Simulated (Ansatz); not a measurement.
# A low-energy model for LiMoN2 (R3m): bands, U and J

Aim: U, U′ and J for the Mo d shell of LiMoN2 (R3m).

Method: non-magnetic LDA, then constrained RPA, plane waves, PAW, in Ansatz 0.2.0.

### Step 1. The starting structure

Symmetry: R3m, No. 160, trigonal system. Conventional cell: a = 2.891 Å, b = 2.891 Å, c = 15.897 Å, α = 90.00°, β = 90.00°, γ = 120.00°. Nearest to Li lie 6 N at 2.13 to 2.26 Å. Mo has 6 N at 2.07 Å nearest. Nearest to N lie 3 Mo at 2.07 Å and 3 Li at 2.26 Å. N has 3 Mo at 2.07 Å and 3 Li at 2.13 Å nearest. Farther neighbours and most contacts between anions are not listed.

The cell and positions are those that the Materials Project relaxed with its own functionals (PBE, PBE+U or r2SCAN), kept fixed. At the settings of the band run the largest force is still 0.49 eV/Å. The default PAW set here is soft_2. Its files were made with PBE.

### Step 2. LDA bands and orbital weights

This step: DFT, LDA, plane waves, PAW.

File input.yaml:

```yaml
crystal:
  lattice:
    - [-1.66933958, 0.0, 5.29899402]
    - [0.83466979, -1.44569048, 5.29899402]
    - [0.83466979, 1.44569049, 5.29899402]
  atoms:
    - { symbol: Li, position: [0.41359667, 0.41359667, 0.41359667] }
    - { symbol: Mo, position: [0.58592323, 0.58592323, 0.58592323] }
    - { symbol: "N", position: [0.84262502, 0.84262502, 0.84262502] }
    - { symbol: "N", position: [0.99655408, 0.99655408, 0.99655408] }
kpoints:
  mp_grid: { grid: [12, 12, 12] }
  band_path:
    path:
      - [[0.0, 0.0, 0.0], [0.5, 0.5, 0.5], [0.81679273, 0.18320727, 0.5]]
      - [[0.5, -0.18320727, 0.18320727], [0.5, 0.0, 0.0], [0.0, 0.0, 0.0], [0.34160363, -0.34160363, 0.0]]
      - [[0.65839637, 0.0, 0.34160363], [0.5, 0.0, 0.5], [0.0, 0.0, 0.0]]
    npoints: 10
hamiltonian:
  xc: lda
scf:
  occupations: { method: gaussian, width: 0.08 }
  n_extra_bands: 19
  max_iter: 150
output:
  eigenvalues: true
  forces: true
  stress: true
  fatbands: true
  write_density: true
  write_potential: true
  elf: true
  volumetric_format: npy
```

The run is started by

```bash
$ ansatz run input.yaml --threads 4 --pin off --max-ram 9216MiB --backend cpu --events-out ev --progress --plain --runs-dir out
```

Numbers of over 12 decimals in the logs are rounded to 6 here.

Log:

```text
basis.fft_grid_basis auto: the FFT boxes are laid along the combinations [[1, -1, 0], [0, 1, 0], [0, -1, 1]] of the cell's own vectors, 2.891, 5.556 and 2.891 Å long. The dense box has 20×40×20 points. Along the cell's own vectors, as sized, it would have 40×40×40, 4.00 times as many. Of the 6 symmetry operations that the crystal satisfies within crystal.symmetry.tolerance (time reversal apart; of a slab, those that  [...]
scf.n_extra_bands = 19 over 14 filled bands (N_el = 27.0): the run solves 33 bands
Engine: ansatz 0.2.0, aarch64-unknown-linux-gnu
Pseudopotentials: kind: paw
Pseudopotential: Li, paw, valence charge 3, recommended cutoff 420 eV (normal), Li.paw.azcp
Pseudopotential: Mo, paw, valence charge 14, recommended cutoff 420 eV (normal), Mo.paw.azcp
Pseudopotential: N, paw, valence charge 5, recommended cutoff 420 eV (normal), N.paw.azcp
Functional definition: SPW92
  exchange = slater_x
  correlation = pw_c
Crystal: 4 atoms, lattice volume = 38.365 Å³
Basis set: ecut = 420 eV, 755 PW (Γ), FFT grids on a1−a2, a2, −a2+a3
Bands: 33, of which v1, the nominal top of the filled ones, is band 14 counted from 1 (13 counted from 0)
Symmetry: 6 space group operations
Space group: R3m (ITA 160), of the structure as read, at distance tolerance 3.4e-5 Å
k-points: 189 of 1728 (time reversal used)
Non-local potential: Li, projectors of the file, l = 0: 3, l = 1: 2, l = 2: 1
Non-local potential: Mo, projectors of the file, l = 0: 3, l = 1: 2, l = 2: 2, l = 3: 1
Non-local potential: N, projectors of the file, l = 0: 2, l = 1: 2, l = 2: 1
PAW form: soft (Blöchl's): semilocal exchange-correlation on the pseudo side does not see the compensation charge
PAW frozen core: Mo, regenerated for the run's functional, and the local potential with it (the file was generated under x = pbe(κ = 0.804, μ = 0.219515), c = pbe(β = 0.066725))
PAW frozen core: N, regenerated for the run's functional, and the local potential with it (the file was generated under x = pbe(κ = 0.804, μ = 0.219515), c = pbe(β = 0.066725))
PAW one-centre angular grid: Li, 110 points (default); XC on 64 Gauss nodes
PAW one-centre angular grid: Mo, 590 points (default); XC on 64 Gauss nodes
PAW one-centre angular grid: N, 110 points (default); XC on 64 Gauss nodes
Initial density: superposition of atomic densities (neutral atoms: chi_scale 0, normalization atom), corrected by the library's trained network
Initial wavefunctions: pseudopotential atomic-orbital guess
Functional: x = slater, c = lda
SCF iter   1: F=—  HF=-5794.976620 eV  |F-HF|=—  |Δ(HF+E_count)|=         —  Δρ=2.29e-2  dr2=1.96e-1  ethr=1.77e-3  ⟨swp⟩=5.2  Hψ=30071  notcnv=0  defer=1258
preconditioner: auto → Kerker (q_TF=auto, 2.573 Å⁻¹)  [metal: Δε(μ)=0.007 eV  Ē_g=21.015 eV  σ=0.080 eV  W_gap=0.05  n_scr=10 (ndim 8)  ℏωp=24.7 eV  f_vac=0.000  D(μ)=2.26/eV (n_scr^D=28)]
SCF iter   2: F=—  HF=-5794.951755 eV  |F-HF|=—  |Δ(HF+E_count)|=   2.49e-2  Δρ=1.20e-2  dr2=5.76e-2  ethr=7.27e-4  ⟨swp⟩=1.0  Hψ=7749  notcnv=0  defer=1599
SCF iter   3: F=—  HF=-5794.942427 eV  |F-HF|=—  |Δ(HF+E_count)|=   9.33e-3  Δρ=1.55e-3  dr2=1.31e-3  ethr=2.13e-4  ⟨swp⟩=1.7  Hψ=4454  notcnv=0  defer=1647
SCF iter   4: F=—  HF=-5794.942169 eV  |F-HF|=—  |Δ(HF+E_count)|=   2.59e-4  Δρ=4.42e-4  dr2=1.88e-4  ethr=4.84e-6  ⟨swp⟩=2.0  Hψ=4472  notcnv=0  defer=1647
SCF iter   5: F=—  HF=-5794.942118 eV  |F-HF|=—  |Δ(HF+E_count)|=   5.08e-5  Δρ=1.36e-4  dr2=2.78e-5  ethr=6.97e-7  ⟨swp⟩=2.0  Hψ=4564  notcnv=0  defer=1647
SCF iter   6: F=—  HF=-5794.942112 eV  |F-HF|=—  |Δ(HF+E_count)|=   5.42e-6  Δρ=3.31e-5  dr2=8.13e-7  ethr=1.03e-7  ⟨swp⟩=2.0  Hψ=4340  notcnv=0  defer=1647
SCF iter   7: F=-5794.942112 eV  HF=-5794.942112 eV  |F-HF|=1.36e-8  |Δ(HF+E_count)|=   1.33e-7  Δρ=7.56e-6  dr2=3.33e-8  ethr=3.70e-10  ⟨swp⟩=13.7  Hψ=41980  notcnv=0
SCF 1 converged in 7 iterations: F = -5794.942112 eV  dr2 = 3.33e-8
  greatest PAW one-centre occupation: 1.000 electrons in one spin orbital (limit 2), on the Li atom at site 0 (counted from 0), in its partial waves of l = 0
NSCF: frozen V_eff on 73 k-points
SCF converged after 7 iterations
Free energy (F): -5794.942112 eV
Harris-Foulkes:  -5794.942112 eV  (|F-HF|=1.36e-8)
Internal energy: -5794.933299 eV  (E = F + TS)
E sigma→0 (E₀):  -5794.937706 eV
Entropy (-TS):   -0.008813 eV (-2.203 meV/atom)
Fermi energy:    11.482149 eV
--- Per-component energies (eV) ---
  E_band       = -196.843493
  E_kinetic    = 722.671422
  E_local      = -1819.866863  (includes V_loc(G=0)·N_el)
  E_nonlocal   = 206.667623
  E_hartree    = 642.787709
  E_xc         = -312.321412
  E_vxc        = -394.941737  (∫ρ·V_xc dr)
  E_paw        = -3342.413893  (= ΣΔE_a)
  E_vpaw       = -196.949334  (= ΣTr[D̂ρ^β])
  E_aug_tail   = 0.000273  (compensation charges beyond the density's cutoff)
  E_ewald      = -1893.091061
  E_core_change = 0.632904  (= ΣΔE_core)
  E_smearing   = -0.008813  (= −TS)
  E_closure    = 0.000000  (closes the sum)
  Σ components = -5794.942112   (vs F -5794.942112, Δ=0.00e0)
--- Forces (eV/Å), atoms counted from 1 ---
  atom   1  Li     0.00000000    -0.00000000    -0.02460805
  atom   2  Mo     0.00000000    -0.00000000    -0.02225075
  atom   3  N      0.00000000     0.00000000     0.48551509
  atom   4  N      0.00000000    -0.00000000    -0.43877528
  max |Σ_I F_I| component: 1.19e-4 eV/Å
--- Stress (GPa, compression-positive) ---
       -9.210216       0.000000       0.000000
        0.000000      -9.210216       0.000000
        0.000000       0.000000      -9.020669
  P = ⅓ Tr σ = -9.1470 GPa (-91.470 kbar)
--- Band table (eV; the first three rows and the last of 189) ---
  k-point 0: bands = [... 10 lower, 9.7527, 9.7527, 11.5777, 12.8237, 15.4560, 15.4560, 15.8190, 15.8190, ... 15 higher]
  k-point 1: bands = [... 10 lower, 9.4598, 9.5759, 11.7070, 12.7384, 15.4195, 15.6104, 15.6670, 15.8224, ... 15 higher]
  k-point 2: bands = [... 10 lower, 8.8791, 9.1519, 11.7463, 12.3458, 15.4454, 15.5458, 15.5814, 16.2625, ... 15 higher]
  k-point 188: bands = [... 10 lower, 9.7798, 9.7798, 9.8219, 13.8152, 15.5285, 15.5285, 15.7292, 15.7292, ... 15 higher]
```

It took 7.8 s on 4 threads of Arm Neoverse V2, shared host; peak memory 0.53 GiB.

Reading the cycles: dr2 is the Hartree energy of the density residual (eV), the measure of convergence; HF is the Harris–Foulkes estimate of the energy, which meets the free energy F at convergence.

Numbers from this step:

- pressure: -9.147 GPa

The electronic bands at the labelled points (eV, zero at the Fermi level):

```tsv
point	band 10	band 11	band 12	band 13	band 14	band 15	band 16	band 17
Γ	-3.50	-1.73	-1.73	0.10	1.34	3.97	3.97	4.34
halfway	-3.50	-1.72	-1.72	-0.90	1.99	4.01	4.01	4.29
T	-3.51	-1.70	-1.70	-1.66	2.33	4.05	4.05	4.25
halfway	-3.66	-3.23	-2.15	-0.41	-0.09	3.78	4.18	4.58
H2	-3.48	-3.33	-2.06	-1.10	0.13	2.21	5.42	5.72
jump to H0	-3.48	-3.33	-2.06	-1.10	0.13	2.21	5.42	5.72
halfway	-4.13	-2.33	-1.64	-0.89	-0.08	2.87	4.70	5.85
L	-3.95	-3.60	-0.82	-0.52	0.25	3.72	3.90	5.51
halfway	-3.17	-2.82	-2.24	0.00	0.23	3.89	3.96	4.55
Γ	-3.50	-1.73	-1.73	0.10	1.34	3.97	3.97	4.34
halfway	-3.75	-2.67	-2.02	-0.18	0.06	3.69	3.96	4.51
S0	-3.57	-3.29	-1.96	-1.19	0.17	2.15	5.41	5.78
jump to S2	-3.57	-3.29	-1.96	-1.19	0.17	2.15	5.41	5.78
halfway	-3.70	-2.79	-1.83	-1.00	0.00	3.03	4.87	5.32
F	-3.86	-3.49	-1.33	-1.04	0.42	3.65	3.93	5.17
halfway	-3.19	-2.76	-2.29	-0.40	0.35	3.74	3.99	4.55
Γ	-3.50	-1.73	-1.73	0.10	1.34	3.97	3.97	4.34
```

Of the projections kept (Mo 4d, N 2p), the largest for each band there; the rest of the weight can lie on other orbitals:

```tsv
point	band 10	band 11	band 12	band 13	band 14	band 15	band 16	band 17
Γ	Mo 4d 0.61	N 2p 0.58	N 2p 0.58	N 2p 0.96	Mo 4d 0.54	Mo 4d 0.56	Mo 4d 0.56	N 2p 0.58
T	Mo 4d 0.60	N 2p 0.58	N 2p 0.58	N 2p 0.79	N 2p 0.49	Mo 4d 0.57	Mo 4d 0.57	N 2p 0.59
H2	N 2p 0.62	N 2p 0.71	N 2p 0.84	N 2p 0.83	Mo 4d 0.71	Mo 4d 0.79	Mo 4d 0.58	Mo 4d 0.57
H0	N 2p 0.62	N 2p 0.71	N 2p 0.84	N 2p 0.83	Mo 4d 0.71	Mo 4d 0.79	Mo 4d 0.58	Mo 4d 0.57
L	N 2p 0.63	N 2p 0.53	N 2p 0.87	N 2p 0.88	Mo 4d 0.51	Mo 4d 0.90	Mo 4d 0.72	Mo 4d 0.44
Γ	Mo 4d 0.61	N 2p 0.58	N 2p 0.58	N 2p 0.96	Mo 4d 0.54	Mo 4d 0.56	Mo 4d 0.56	N 2p 0.58
```

ELF in the ac plane of the conventional cell at fractional y = 0.000, with atoms of Li and Mo and N within 0.2 Å of it. It is the smooth field of the valence electrons, not physical close to the nuclei.

Values, 24 rows by 14 columns, each cell a mean:
```
0.68 0.74 0.80 0.78 0.62 0.37 0.16 0.10 0.19 0.42 0.67 0.79 0.79 0.73
0.61 0.57 0.49 0.35 0.18 0.07 0.03 0.03 0.04 0.09 0.21 0.39 0.51 0.59
0.07 0.07 0.07 0.09 0.13 0.18 0.21 0.21 0.21 0.18 0.12 0.08 0.07 0.07
0.04 0.05 0.11 0.25 0.43 0.58 0.66 0.69 0.65 0.56 0.39 0.21 0.09 0.05
0.11 0.12 0.17 0.26 0.39 0.49 0.56 0.58 0.55 0.47 0.35 0.23 0.15 0.12
0.29 0.26 0.22 0.20 0.24 0.30 0.35 0.37 0.34 0.29 0.22 0.20 0.23 0.27
0.27 0.24 0.21 0.20 0.23 0.29 0.34 0.36 0.33 0.27 0.21 0.20 0.22 0.25
0.10 0.12 0.17 0.28 0.42 0.53 0.58 0.60 0.58 0.51 0.39 0.25 0.16 0.11
0.10 0.08 0.10 0.21 0.40 0.55 0.63 0.65 0.62 0.53 0.35 0.17 0.09 0.09
0.81 0.73 0.42 0.09 0.07 0.16 0.22 0.25 0.21 0.14 0.06 0.14 0.50 0.76
0.52 0.43 0.23 0.08 0.12 0.20 0.25 0.26 0.24 0.18 0.10 0.10 0.27 0.45
0.11 0.13 0.18 0.29 0.45 0.57 0.63 0.65 0.62 0.55 0.42 0.26 0.16 0.12
0.37 0.33 0.28 0.28 0.36 0.50 0.60 0.63 0.58 0.47 0.33 0.27 0.29 0.34
0.58 0.64 0.68 0.56 0.34 0.24 0.27 0.31 0.26 0.24 0.39 0.61 0.68 0.63
0.61 0.65 0.65 0.52 0.32 0.25 0.30 0.34 0.29 0.25 0.37 0.56 0.66 0.64
0.28 0.27 0.25 0.28 0.41 0.55 0.64 0.66 0.62 0.52 0.37 0.27 0.25 0.27
0.10 0.11 0.16 0.27 0.42 0.53 0.59 0.61 0.58 0.51 0.39 0.24 0.15 0.11
0.10 0.10 0.09 0.09 0.10 0.12 0.13 0.13 0.13 0.11 0.10 0.09 0.09 0.10
0.65 0.62 0.55 0.42 0.24 0.11 0.05 0.03 0.05 0.13 0.28 0.46 0.57 0.63
0.62 0.69 0.78 0.78 0.64 0.40 0.18 0.11 0.21 0.45 0.69 0.80 0.77 0.67
0.40 0.54 0.71 0.73 0.57 0.34 0.18 0.13 0.20 0.38 0.62 0.74 0.69 0.50
0.43 0.42 0.39 0.30 0.25 0.28 0.34 0.37 0.33 0.27 0.26 0.32 0.40 0.42
0.48 0.47 0.44 0.35 0.27 0.27 0.32 0.34 0.31 0.26 0.28 0.37 0.45 0.48
0.32 0.50 0.71 0.75 0.61 0.37 0.19 0.13 0.22 0.42 0.66 0.76 0.68 0.46
```
Columns run along a (2.9 Å), rows up along c (15.9 Å), edges of the conventional cell, whose origin can differ from the input's. Atoms in or near the plane, at fractional coordinates: Li at (0.00, 0.59), Mo at (0.00, 0.41), N at (0.00, 0.16), N at (0.00, 0.00).

Electrostatic potential energy in the ac plane of the conventional cell at fractional y = 0.000, with atoms of Li and Mo and N within 0.2 Å of it. With pseudopotentials it is smooth inside the atoms' cores, unlike the true potential.

Ten even steps from '_' (-52 eV) to '@' (16 eV), each cell a mean:
```
====**%%@@@@@@@@@@@@@@%%**==
@@@@@@@@@@@@@@@@@@@@@@@@@@@@
@@@@@@@@@@@@@@@@@@@@@@@@@@@@
@@@@@@@@@@@@@@@@@@@@@@@@@@@@
@@@@@@@@@@@@%%%%%%@@@@@@@@@@
@@@@@@%%####******##%%%%@@@@
@@@@@@%%%%##******##%%%%@@@@
@@@@@@@@@@@@%%%%%%@@@@@@@@@@
%%@@@@@@@@@@@@@@@@@@@@@@@@@@
==++**%%@@@@@@@@@@@@@@##**++
****##%%@@@@@@@@@@@@@@%%##**
@@@@@@@@@@@@@@@@@@@@@@@@@@@@
****##%%%%@@@@@@@@@@%%%%##**
______--**%%%%@@%%##++::____
____..--**%%%%@@%%%%++--..__
######%%@@@@@@@@@@@@@@%%####
@@@@@@@@@@@@@@@@@@@@@@@@@@@@
@@@@@@@@@@@@@@@@@@@@@@@@@@@@
@@@@@@@@@@@@@@@@@@@@@@@@@@@@
----++%%@@@@@@@@@@@@@@##++--
..::==##@@@@@@%%@@@@%%**==..
%%%%%%%%####******##%%%%%%%%
%%%%%%%%%%##******##%%%%%%%%
__..==##@@@@@@@@@@@@%%**--..
```
Columns run along a (2.9 Å; values clipped at the 3rd and 97th percentile), rows up along c (15.9 Å), edges of the conventional cell, whose origin can differ from the input's. Atoms in or near the plane, at fractional coordinates: Li at (0.00, 0.59), Mo at (0.00, 0.41), N at (0.00, 0.16), N at (0.00, 0.00).

(Part 1 of 2 ends here.)

[Paths, hosts, dates, memory and timing lines, banners, echoed tables and standing remarks are left out of the program output.]

[Logs are printed without paths, hosts, clocks, repeated set-up lines and the standing remarks that a program may print on its own settings, such as how far it seeks lower states.]

[Runs of the session that timed out or met a known fault of the program may be left out.]

[Hosts, paths, dates, database ids (printed as entryN), source tags and the programs' standing remarks are cut or masked in the printed files.]
